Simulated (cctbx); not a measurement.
## Diagnosing a refinement

Cell a = 5.7570 Å, b = 5.7570 Å, c = 5.7570 Å, α = 90.00°, β = 90.00°, γ = 90.00°; space group Fm-3m (no. 225).

Simulated single-crystal data (cctbx): Mo Kα, λ = 0.71073 Å, to d = 0.7 Å, 80 % of the full sphere, strongest reflection 70000 counts, noise from counting, a 4 % proportional error and a noise floor of 2 counts (s.d.); no absorption.

An anisotropic refinement with weights 1/σ² prints:

```text
Rint 0.029, 27 unique reflections to 0.70 A
cycle     R1     wR2    GooF  max shift (A)
   1  0.1108  0.1842  17.945   0.00000
   2  0.1121  0.1836  17.879   0.00000
final R1 0.1121 wR2 0.1836 GooF 17.879  parameters 1  data/parameter 27.0
atom        x        y        z      Ueq    occ   su(xyz)  su(Uiso or U11)
Bi1    0.50000  0.00000  0.00000   0.0169  1.000  0.00000  0.0017
difference map: max 37.20 min -1.17 rms 1.99
Q1    0.0000  0.0000  0.0000    4   37.20  2.88 A from Bi1
Q2    0.0000  0.0000  0.5000    4   10.33  0.00 A from Bi1
Q3    0.1069  0.1069  0.1069   32    0.54  2.42 A from Bi1
Q4    0.0000  0.0775  0.1710   96    0.50  1.95 A from Bi1
Q5    0.2500  0.2500  0.2500    8    0.48  2.49 A from Bi1
Q6    0.0000  0.2500  0.2500   24    0.25  2.04 A from Bi1
```

Q: Accept it or mend it, and why?

Mend it. The fault: an atom left out, P at (0, 0, 0). Against the right model at the same level, R1 goes from 0.0056 to 0.1121 and GooF from 1.06 to 17.88 and the top difference peak, 37.2 e/Å³, lies 2.88 Å from Bi1. Q1 is the missing atom. With scattering power missing, scale and phases suffer, so peaks may also grow on the heavy atoms.

The compound is BiP. The right model at the same level gives:

```text
Rint 0.029, 27 unique reflections to 0.70 A
cycle     R1     wR2    GooF  max shift (A)
   1  0.0056  0.0107   1.059   0.00000
final R1 0.0056 wR2 0.0107 GooF 1.058  parameters 2  data/parameter 13.5
atom        x        y        z      Ueq    occ   su(xyz)  su(Uiso or U11)
Bi1    0.50000  0.00000  0.00000   0.0176  1.000  0.00000  0.0001
P1     0.00000  0.00000  0.00000   0.0382  1.000  0.00000  0.0006
difference map: max 0.50 min -0.43 rms 0.10
Q1    0.0000  0.2500  0.2500   24    0.50  2.04 A from Bi1
Q2    0.0000  0.0000  0.3768   24    0.18  0.71 A from Bi1
Q3    0.1341  0.1341  0.1341   32    0.14  1.34 A from P1
Q4    0.1472  0.1472  0.3528   32    0.14  1.47 A from Bi1
Q5    0.0000  0.0995  0.0995   48    0.11  0.81 A from P1
Q6    0.2500  0.2500  0.2500    8    0.05  2.49 A from Bi1
```

The model was made for the exercise: a known structure type with other elements put in, its volume estimated, not relaxed; displacement parameters are assumed.

[Middle refinement cycles are left out of these outputs.]

[Logs are printed without paths, hosts, clocks, repeated set-up lines and the standing remarks that a program may print on its own settings, such as how far it seeks lower states.]
